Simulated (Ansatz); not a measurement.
# Stretching the linear Se chain, part 2 of 3

Does stretching change the magnetism or the channel count of the linear Se chain?

Ansatz 0.2.0; DFT PBE, plane waves, PAW; relaxation of a chain's period (the session's first sound run).

So far. Step 2 (The relaxed wire): The cell's length comes to 2.372 Å with no moment.

## Step 3: At a set period, period over the relaxed period 0.88, k-mesh 1×1×39

This step: DFT PBE, plane waves, PAW; channels and complex bands of a perfect chain (Ansatz 0.2.0).

The period is set to 0.88 times the relaxed one: shorter bonds widen the bands.

The cell differs from the one that the last finished run ended in (c 2.372 → 2.087 Å).

Contents of input.yaml:

```yaml
crystal:
  lattice:
    - [7.5, 0.0, 0.0]
    - [0.0, 7.5, 0.0]
    - [0.0, 0.0, 2.0872744064]
  atoms:
    - { symbol: Se, position: [0.5, 0.5, 0.0], spin: 0.3 }
magnetization:
  spin_polarized: true
kpoints:
  mp_grid: { grid: [1, 1, 39] }
scf:
  occupations: { method: fermi_dirac, width: 0.05 }
hamiltonian:
  xc: pbe
output:
  transmission:
    e_range: [-2, 2]
    de: 0.035
    kmesh: [1, 1]
    reduced_basis: true
    leads: [[0, 0]]
  stress: true
```

On the command line:

```bash
$ ansatz run input.yaml --threads 4 --pin off --max-ram 8192MiB --backend cpu --events-out ev --progress --plain --runs-dir out
```

Numbers of over 12 decimals in the logs are rounded to 6 here.

The log of the run:

```text
[...]
Crystal: 1 atoms, lattice volume = 117.409 Å³
Basis set: ecut = 420 eV, 2303 PW (Γ)
Bands: 13, of which v1, the nominal top of the filled ones, is band 8 counted from 1 (7 counted from 0)
Symmetry: 16 space group operations
[...]
k-points: 20 of 39
[...]
Starting moments: Σ|m| = 0.3 μB on 1 of 1 site
[...]
SCF iter   1: F=—  HF=-5467.762257 eV  |F-HF|=—  |Δ(HF+E_count)|=         —  Δρ=1.16e-2 (↑1.16e-2 ↓1.08e-2)  dr2=5.55e-2  dr2_m=1.28e-1  M=0.036 μB ∫|m|=0.038 μB  β_m=0.30  ethr=3.43e-4  ⟨swp⟩=1.0  Hψ=4090  notcnv=0
[...]
spin=Collinear: LDOS preconditioning applied to the charge; magnetization (m = ρ↑ − ρ↓) channel mixes plain (no charge-response kernel on spin).
SCF iter   2: F=—  HF=-5467.760749 eV  |F-HF|=—  |Δ(HF+E_count)|=   1.51e-3  Δρ=8.23e-3 (↑8.23e-3 ↓7.61e-3)  dr2=2.50e-2  dr2_m=6.38e-2  M=0.019 μB ∫|m|=0.021 μB  β_m=0.30  ethr=3.43e-4  ⟨swp⟩=2.0  Hψ=716  notcnv=0
[...]
SCF iter  13: F=-5467.765107 eV  HF=-5467.765107 eV  |F-HF|=9.09e-13  |Δ(HF+E_count)|=  2.64e-11  Δρ=2.57e-8 (↑2.09e-8 ↓2.57e-8)  dr2=8.20e-14  dr2_m=5.67e-13  M=0.000 μB ∫|m|=0.000 μB  ethr=1.00e-12  ⟨swp⟩=2.2  Hψ=1022  notcnv=0
SCF 1 converged in 13 iterations: F = -5467.765107 eV  dr2 = 8.20e-14
[...]
transmission: 6 of 36 steps passed
transmission: 9 of 36 steps passed
[...]
transmission: 36 of 36 steps passed
SCF converged after 13 iterations
Magnetization: 0.0000 μB (8.0000 up, 8.0000 down)
Absolute magnetization: 0.0000 μB (∫|ρ↑−ρ↓|, with the PAW one-centre terms)
[...]
Per-site moments (μB) at R_I (Å): [(2.0550151793309423e-7, 0.861001)]
Free energy (F): -5467.765107 eV
[...]
Internal energy: -5467.763037 eV  (E = F + TS)
E sigma→0 (E₀):  -5467.764072 eV
Entropy (-TS):   -0.002070 eV (-2.070 meV/atom)
Fermi energy:    -1.748808 eV
[...]
--- Stress (GPa, compression-positive) ---
        0.074751       0.000000       0.000000
        0.000000       0.074751       0.000000
        0.000000       0.000000      17.133226
  P = ⅓ Tr σ = 5.7609 GPa (57.609 kbar)
--- Band table (eV; the first three rows and the last of 40) ---
  k-point 0 ↑: bands = [... 4 lower, -50.2241, -19.0505, -6.6871, -6.6871, 1.0663, 2.9076, 3.9585, 4.3818, ... 1 higher]
  k-point 1 ↑: bands = [... 4 lower, -50.2240, -19.0286, -6.6643, -6.6643, 1.0876, 2.9301, 3.9808, 4.4045, ... 1 higher]
  k-point 2 ↑: bands = [... 4 lower, -50.2236, -18.9632, -6.5958, -6.5958, 1.1513, 2.9977, 4.0479, 4.4724, ... 1 higher]
  k-point 19 ↓: bands = [... 4 lower, -50.2059, -11.0585, -10.0330, -0.2930, -0.2930, 5.2487, 5.2487, 9.2129, ... 1 higher]
--- Transmission ---
  basis      : 497 plane waves across, 3 finite elements along
  points     : 1, standing for a mesh of 1 x 1
  filling    : by the input's occupations and mesh, since the crystals that have channels conduct as metals do. If one of these is a semiconductor, that mesh has misplaced its level
  energies   : 115 from -2.000000 to 1.990000 eV about the Fermi level, 0.035000 eV apart; the leads are filled to 0.000000 eV, and channels, transmission and decay are at -0.005000 eV
  crystal 0  : Se1, at the sites [0, 0], period 2.0873 Å: whole cells are its period
    offset         : up to 0.0000 Å between an atom of the period and one for which it stands
    filled         : 15.9 meV over the level at which it is neutral
    channels       : 3.000000e0 up, 3.000000e0 down
    conductance    : 4.1323e14 S/m² at 300 K; may be off by some 0.0 % by where its bands' edges are placed, 0.0 % from the distance to neutral
```

It took 28 s on 4 threads of Arm Neoverse V2, shared host; peak memory 0.4 GiB; 59 s of CPU time.

Reading the cycles: dr2 is the Hartree energy of the density residual (eV), the measure of convergence; HF is the Harris–Foulkes estimate of the energy, which meets the free energy F at convergence.

Numbers from this step:

* energy at zero smearing: -5467.7641 eV
* channels at the energy nearest the Fermi level, spin up: 3
* channels at the energy nearest the Fermi level, spin down: 3
* conductance of the lead as this run defines it: 3.000 G₀
* band gap: 0 eV

Table of open channels of the lead by energy, zero at the Fermi level:

| energy (eV) | spin up | spin down |
| --- | --- | --- |
| -2.000 | 3 | 3 |
| -1.895 | 3 | 3 |
| -1.790 | 3 | 3 |
| -1.685 | 3 | 3 |
| -1.615 | 3 | 3 |
| -1.510 | 3 | 3 |
| -1.405 | 3 | 3 |
| -1.300 | 3 | 3 |
| -1.195 | 3 | 3 |
| -1.090 | 3 | 3 |
| -0.985 | 3 | 3 |
| -0.915 | 3 | 3 |
| -0.810 | 3 | 3 |
| -0.705 | 3 | 3 |
| -0.600 | 3 | 3 |
| -0.495 | 3 | 3 |
| -0.390 | 3 | 3 |
| -0.285 | 3 | 3 |
| -0.215 | 3 | 3 |
| -0.110 | 3 | 3 |
| -0.005 | 3 | 3 |
| 0.100 | 3 | 3 |
| 0.205 | 3 | 3 |
| 0.310 | 3 | 3 |
| 0.415 | 3 | 3 |
| 0.485 | 3 | 3 |
| 0.590 | 3 | 3 |
| 0.695 | 3 | 3 |
| 0.800 | 3 | 3 |
| 0.905 | 3 | 3 |
| 1.010 | 3 | 3 |
| 1.115 | 3 | 3 |
| 1.185 | 3 | 3 |
| 1.290 | 3 | 3 |
| 1.395 | 3 | 3 |
| 1.500 | 1 | 1 |
| 1.605 | 1 | 1 |
| 1.710 | 1 | 1 |
| 1.815 | 1 | 1 |
| 1.885 | 1 | 1 |

At the computed energy nearest the Fermi level there are 3 spin-up and 3 spin-down channels, and the thermal average gives 3.00 G₀.

## Step 4: The chain at a fixed length, period over the relaxed period 0.92, k-mesh 1×1×37

The period is set to 0.92 times the relaxed one: shorter bonds widen the bands.

The cell differs from the one that the last finished run ended in (c 2.087 → 2.182 Å).

Changes to input.yaml since step 3:

```diff
@@ -4,3 +4,3 @@
     - [0.0, 7.5, 0.0]
-    - [0.0, 0.0, 2.0872744064]
+    - [0.0, 0.0, 2.1821505158]
   atoms:
@@ -10,3 +10,3 @@
 kpoints:
-  mp_grid: { grid: [1, 1, 39] }
+  mp_grid: { grid: [1, 1, 37] }
 scf:
```

The log of the run:

```text
[...]
Crystal: 1 atoms, lattice volume = 122.746 Å³
Basis set: ecut = 420 eV, 2431 PW (Γ)
Bands: 13, of which v1, the nominal top of the filled ones, is band 8 counted from 1 (7 counted from 0)
Symmetry: 16 space group operations
[...]
k-points: 19 of 37
[...]
Starting moments: Σ|m| = 0.3 μB on 1 of 1 site
[...]
--- Transmission ---
  basis      : 497 plane waves across, 3 finite elements along
  points     : 1, standing for a mesh of 1 x 1
[...]
crystal 0  : Se1, at the sites [0, 0], period 2.1822 Å: whole cells are its period
[...]
filled         : 38.2 meV over the level at which it is neutral
    channels       : 3.000000e0 up, 3.000000e0 down
[...]
[key lines of the parts left out:]
SCF converged after 13 iterations
Magnetization: 0.0000 μB (8.0000 up, 8.0000 down)
Free energy (F): -5468.214620 eV
Fermi energy:    -2.207745 eV
P = ⅓ Tr σ = 3.1005 GPa (31.005 kbar)
```

Wall time 28 s (4 threads); peak memory 0.39 GiB.

At the computed energy nearest the Fermi level there are 3 spin-up and 3 spin-down channels, and the thermal average gives 3.00 G₀.

## Step 5: At a set period, period over the relaxed period 0.96, k-mesh 1×1×36

The period is set to 0.96 times the relaxed one: shorter bonds widen the bands.

The cell differs from the one that the last finished run ended in (c 2.182 → 2.277 Å).

Changes to input.yaml since step 4:

```diff
@@ -4,3 +4,3 @@
     - [0.0, 7.5, 0.0]
-    - [0.0, 0.0, 2.1821505158]
+    - [0.0, 0.0, 2.2770266251]
   atoms:
@@ -10,3 +10,3 @@
 kpoints:
-  mp_grid: { grid: [1, 1, 37] }
+  mp_grid: { grid: [1, 1, 36] }
 scf:
```

The log of the run:

```text
[...]
Crystal: 1 atoms, lattice volume = 128.083 Å³
Basis set: ecut = 420 eV, 2511 PW (Γ)
Bands: 13, of which v1, the nominal top of the filled ones, is band 8 counted from 1 (7 counted from 0)
Symmetry: 16 space group operations
[...]
k-points: 19 of 36
[...]
Starting moments: Σ|m| = 0.3 μB on 1 of 1 site
[...]
--- Transmission ---
  basis      : 497 plane waves across, 3 finite elements along
  points     : 1, standing for a mesh of 1 x 1
[...]
crystal 0  : Se1, at the sites [0, 0], period 2.2770 Å: whole cells are its period
[...]
filled         : 27.0 meV over the level at which it is neutral
    channels       : 3.000000e0 up, 3.000000e0 down
[...]
[key lines of the parts left out:]
SCF converged after 13 iterations
Magnetization: 0.0000 μB (8.0000 up, 8.0000 down)
Free energy (F): -5468.439610 eV
Fermi energy:    -2.591717 eV
P = ⅓ Tr σ = 1.4548 GPa (14.548 kbar)
```

Run time: 28 s. Hardware: 4 threads; peak memory 0.39 GiB.

At the computed energy nearest the Fermi level there are 3 spin-up and 3 spin-down channels, and the thermal average gives 3.00 G₀.

## Step 6: At a set period, period over the relaxed period 1, k-mesh 1×1×34

The period is set to 1.0 times the relaxed one, as the point of reference.

Changes to input.yaml since step 5:

```diff
@@ -4,3 +4,3 @@
     - [0.0, 7.5, 0.0]
-    - [0.0, 0.0, 2.2770266251]
+    - [0.0, 0.0, 2.3719027345]
   atoms:
@@ -10,3 +10,3 @@
 kpoints:
-  mp_grid: { grid: [1, 1, 36] }
+  mp_grid: { grid: [1, 1, 34] }
 scf:
```

The log of the run:

```text
[...]
Crystal: 1 atoms, lattice volume = 133.420 Å³
Basis set: ecut = 420 eV, 2599 PW (Γ)
Bands: 13, of which v1, the nominal top of the filled ones, is band 8 counted from 1 (7 counted from 0)
Symmetry: 16 space group operations
[...]
k-points: 18 of 34
[...]
Starting moments: Σ|m| = 0.3 μB on 1 of 1 site
[...]
--- Transmission ---
  basis      : 497 plane waves across, 3 finite elements along
  points     : 1, standing for a mesh of 1 x 1
[...]
crystal 0  : Se1, at the sites [0, 0], period 2.3719 Å: whole cells are its period
[...]
filled         : 15.6 meV under the level at which it is neutral
    channels       : 3.000000e0 up, 3.000000e0 down
[...]
[key lines of the parts left out:]
SCF converged after 14 iterations
Magnetization: 0.0000 μB (8.0000 up, 8.0000 down)
Free energy (F): -5468.501920 eV
Fermi energy:    -2.966029 eV
P = ⅓ Tr σ = 0.2567 GPa (2.567 kbar)
```

Run time: 28 s. Hardware: 4 threads; peak memory 0.4 GiB; 53 s of CPU time.

At the computed energy nearest the Fermi level there are 3 spin-up and 3 spin-down channels, and the thermal average gives 3.00 G₀.

## Step 7: The chain at a fixed length, period over the relaxed period 1.04, k-mesh 1×1×33

The period is set to 1.04 times the relaxed one: longer bonds narrow the bands.

The cell differs from the one that the last finished run ended in (c 2.372 → 2.467 Å).

Changes to input.yaml since step 6:

```diff
@@ -4,3 +4,3 @@
     - [0.0, 7.5, 0.0]
-    - [0.0, 0.0, 2.3719027345]
+    - [0.0, 0.0, 2.4667788439]
   atoms:
@@ -10,3 +10,3 @@
 kpoints:
-  mp_grid: { grid: [1, 1, 34] }
+  mp_grid: { grid: [1, 1, 33] }
 scf:
```

The log of the run:

```text
[...]
Crystal: 1 atoms, lattice volume = 138.756 Å³
Basis set: ecut = 420 eV, 2697 PW (Γ)
Bands: 13, of which v1, the nominal top of the filled ones, is band 8 counted from 1 (7 counted from 0)
Symmetry: 16 space group operations
[...]
k-points: 17 of 33
[...]
Starting moments: Σ|m| = 0.3 μB on 1 of 1 site
[...]
--- Transmission ---
  basis      : 497 plane waves across, 4 finite elements along
  points     : 1, standing for a mesh of 1 x 1
[...]
crystal 0  : Se1, at the sites [0, 0], period 2.4668 Å: whole cells are its period
[...]
filled         : 33.1 meV over the level at which it is neutral
    channels       : 3.000000e0 up, 3.000000e0 down
[...]
[key lines of the parts left out:]
SCF converged after 13 iterations
Magnetization: 0.0000 μB (8.0000 up, 8.0000 down)
Free energy (F): -5468.468425 eV
Fermi energy:    -3.258894 eV
P = ⅓ Tr σ = -0.7937 GPa (-7.937 kbar)
```

Elapsed: 36 s, on 4 threads; peak memory 0.44 GiB; 71 s of CPU time.

At the computed energy nearest the Fermi level there are 3 spin-up and 3 spin-down channels, and the thermal average gives 3.00 G₀. The change of length costs 0.032 eV a cell and leaves no moment.

## Step 8: The chain at a fixed length, period over the relaxed period 1.08, k-mesh 1×1×32

The period is set to 1.08 times the relaxed one: longer bonds narrow the bands.

The cell differs from the one that the last finished run ended in (c 2.467 → 2.562 Å).

Changes to input.yaml since step 7:

```diff
@@ -4,3 +4,3 @@
     - [0.0, 7.5, 0.0]
-    - [0.0, 0.0, 2.4667788439]
+    - [0.0, 0.0, 2.5616549533]
   atoms:
@@ -10,3 +10,3 @@
 kpoints:
-  mp_grid: { grid: [1, 1, 33] }
+  mp_grid: { grid: [1, 1, 32] }
 scf:
```

The log of the run:

```text
[...]
Crystal: 1 atoms, lattice volume = 144.093 Å³
Basis set: ecut = 420 eV, 2817 PW (Γ)
Bands: 13, of which v1, the nominal top of the filled ones, is band 8 counted from 1 (7 counted from 0)
Symmetry: 16 space group operations
[...]
k-points: 17 of 32
[...]
Starting moments: Σ|m| = 0.3 μB on 1 of 1 site
[...]
--- Transmission ---
  basis      : 497 plane waves across, 4 finite elements along
  points     : 1, standing for a mesh of 1 x 1
[...]
crystal 0  : Se1, at the sites [0, 0], period 2.5617 Å: whole cells are its period
[...]
filled         : 22.0 meV under the level at which it is neutral
    channels       : 3.000000e0 up, 3.000000e0 down
[...]
[key lines of the parts left out:]
SCF converged after 15 iterations
Magnetization: 0.0000 μB (8.0000 up, 8.0000 down)
Free energy (F): -5468.358477 eV
Fermi energy:    -3.528829 eV
P = ⅓ Tr σ = -1.1728 GPa (-11.728 kbar)
```

It took 32 s on 4 threads; peak memory 0.44 GiB.

At the computed energy nearest the Fermi level there are 3 spin-up and 3 spin-down channels, and the thermal average gives 3.00 G₀. The change of length costs 0.145 eV a cell and leaves no moment.

## Step 9: At a set period, period over the relaxed period 1.13, k-mesh 1×1×30

The period is set to 1.13 times the relaxed one: longer bonds narrow the bands.

The cell differs from the one that the last finished run ended in (c 2.562 → 2.680 Å).

Changes to input.yaml since step 8:

```diff
@@ -4,3 +4,3 @@
     - [0.0, 7.5, 0.0]
-    - [0.0, 0.0, 2.5616549533]
+    - [0.0, 0.0, 2.68025009]
   atoms:
@@ -10,3 +10,3 @@
 kpoints:
-  mp_grid: { grid: [1, 1, 32] }
+  mp_grid: { grid: [1, 1, 30] }
 scf:
```

The log of the run:

```text
[...]
Crystal: 1 atoms, lattice volume = 150.764 Å³
Basis set: ecut = 420 eV, 3009 PW (Γ)
Bands: 13, of which v1, the nominal top of the filled ones, is band 8 counted from 1 (7 counted from 0)
Symmetry: 16 space group operations
[...]
k-points: 16 of 30
[...]
Starting moments: Σ|m| = 0.3 μB on 1 of 1 site
[...]
--- Transmission ---
  basis      : 497 plane waves across, 4 finite elements along
  points     : 1, standing for a mesh of 1 x 1
[...]
crystal 0  : Se1, at the sites [0, 0], period 2.6803 Å: whole cells are its period
[...]
filled         : 15.3 meV over the level at which it is neutral
    channels       : 3.000000e0 up, 3.000000e0 down
[...]
[key lines of the parts left out:]
SCF converged after 15 iterations
Magnetization: -0.0000 μB (8.0000 up, 8.0000 down)
Free energy (F): -5468.166010 eV
Fermi energy:    -3.795875 eV
P = ⅓ Tr σ = -1.6647 GPa (-16.647 kbar)
```

Wall time 32 s (4 threads); peak memory 0.41 GiB.

The open channels of the lead by energy, zero at the Fermi level:

| energy (eV) | spin up | spin down |
| --- | --- | --- |
| -2.00 | 1 | 1 |
| -1.90 | 1 | 1 |
| -1.79 | 3 | 3 |
| -1.69 | 3 | 3 |
| -1.58 | 3 | 3 |
| -1.48 | 3 | 3 |
| -1.37 | 3 | 3 |
| -1.23 | 3 | 3 |
| -1.12 | 3 | 3 |
| -1.02 | 3 | 3 |
| -0.92 | 3 | 3 |
| -0.81 | 3 | 3 |
| -0.70 | 3 | 3 |
| -0.60 | 3 | 3 |
| -0.49 | 3 | 3 |
| -0.39 | 3 | 3 |
| -0.28 | 3 | 3 |
| -0.18 | 3 | 3 |
| -0.07 | 3 | 3 |
| -0.01 | 3 | 3 |
| 0.07 | 3 | 3 |
| 0.17 | 3 | 3 |
| 0.28 | 3 | 3 |
| 0.38 | 3 | 3 |
| 0.48 | 3 | 3 |
| 0.59 | 1 | 1 |
| 0.69 | 1 | 1 |
| 0.80 | 1 | 1 |
| 0.91 | 1 | 1 |
| 1.01 | 1 | 1 |
| 1.11 | 1 | 1 |
| 1.22 | 1 | 1 |
| 1.36 | 1 | 1 |
| 1.47 | 1 | 1 |
| 1.57 | 1 | 1 |
| 1.68 | 1 | 1 |
| 1.78 | 1 | 1 |
| 1.89 | 1 | 1 |
| 1.99 | 1 | 1 |

At the computed energy nearest the Fermi level there are 3 spin-up and 3 spin-down channels, and the thermal average gives 3.00 G₀. The change of length costs 0.339 eV a cell and leaves no moment.

## Step 10: At a set period, period over the relaxed period 1.2, k-mesh 1×1×29

The period is set to 1.2 times the relaxed one: longer bonds narrow the bands.

The cell differs from the one that the last finished run ended in (c 2.680 → 2.846 Å).

Changes to input.yaml since step 9:

```diff
@@ -4,3 +4,3 @@
     - [0.0, 7.5, 0.0]
-    - [0.0, 0.0, 2.68025009]
+    - [0.0, 0.0, 2.8462832814]
   atoms:
@@ -10,3 +10,3 @@
 kpoints:
-  mp_grid: { grid: [1, 1, 30] }
+  mp_grid: { grid: [1, 1, 29] }
 scf:
```

The log of the run:

```text
[...]
Crystal: 1 atoms, lattice volume = 160.103 Å³
Basis set: ecut = 420 eV, 3145 PW (Γ)
Bands: 13, of which v1, the nominal top of the filled ones, is band 8 counted from 1 (7 counted from 0)
Symmetry: 16 space group operations
[...]
k-points: 15 of 29
[...]
Starting moments: Σ|m| = 0.3 μB on 1 of 1 site
[...]
--- Transmission ---
  basis      : 497 plane waves across, 4 finite elements along
  points     : 1, standing for a mesh of 1 x 1
[...]
crystal 0  : Se1, at the sites [0, 0], period 2.8463 Å: whole cells are its period
[...]
filled         : 16.8 meV under the level at which it is neutral
    channels       : 3.000000e0 up, 3.000000e0 down
[...]
[key lines of the parts left out:]
SCF converged after 14 iterations
Magnetization: -0.0000 μB (8.0000 up, 8.0000 down)
Free energy (F): -5467.856682 eV
Fermi energy:    -4.114247 eV
P = ⅓ Tr σ = -1.8089 GPa (-18.089 kbar)
```

It took 21 s on 4 threads; peak memory 0.38 GiB.

At the computed energy nearest the Fermi level there are 3 spin-up and 3 spin-down channels, and the thermal average gives 3.00 G₀. The change of length costs 0.648 eV a cell and leaves no moment.

(Continued in part 3 of 3.)

[Logs are printed without paths, hosts, clocks, repeated set-up lines and the standing remarks that a program may print on its own settings, such as how far it seeks lower states.]

[Hosts, paths, dates, database ids (printed as entryN), source tags and the programs' standing remarks are cut or masked in the printed files.]
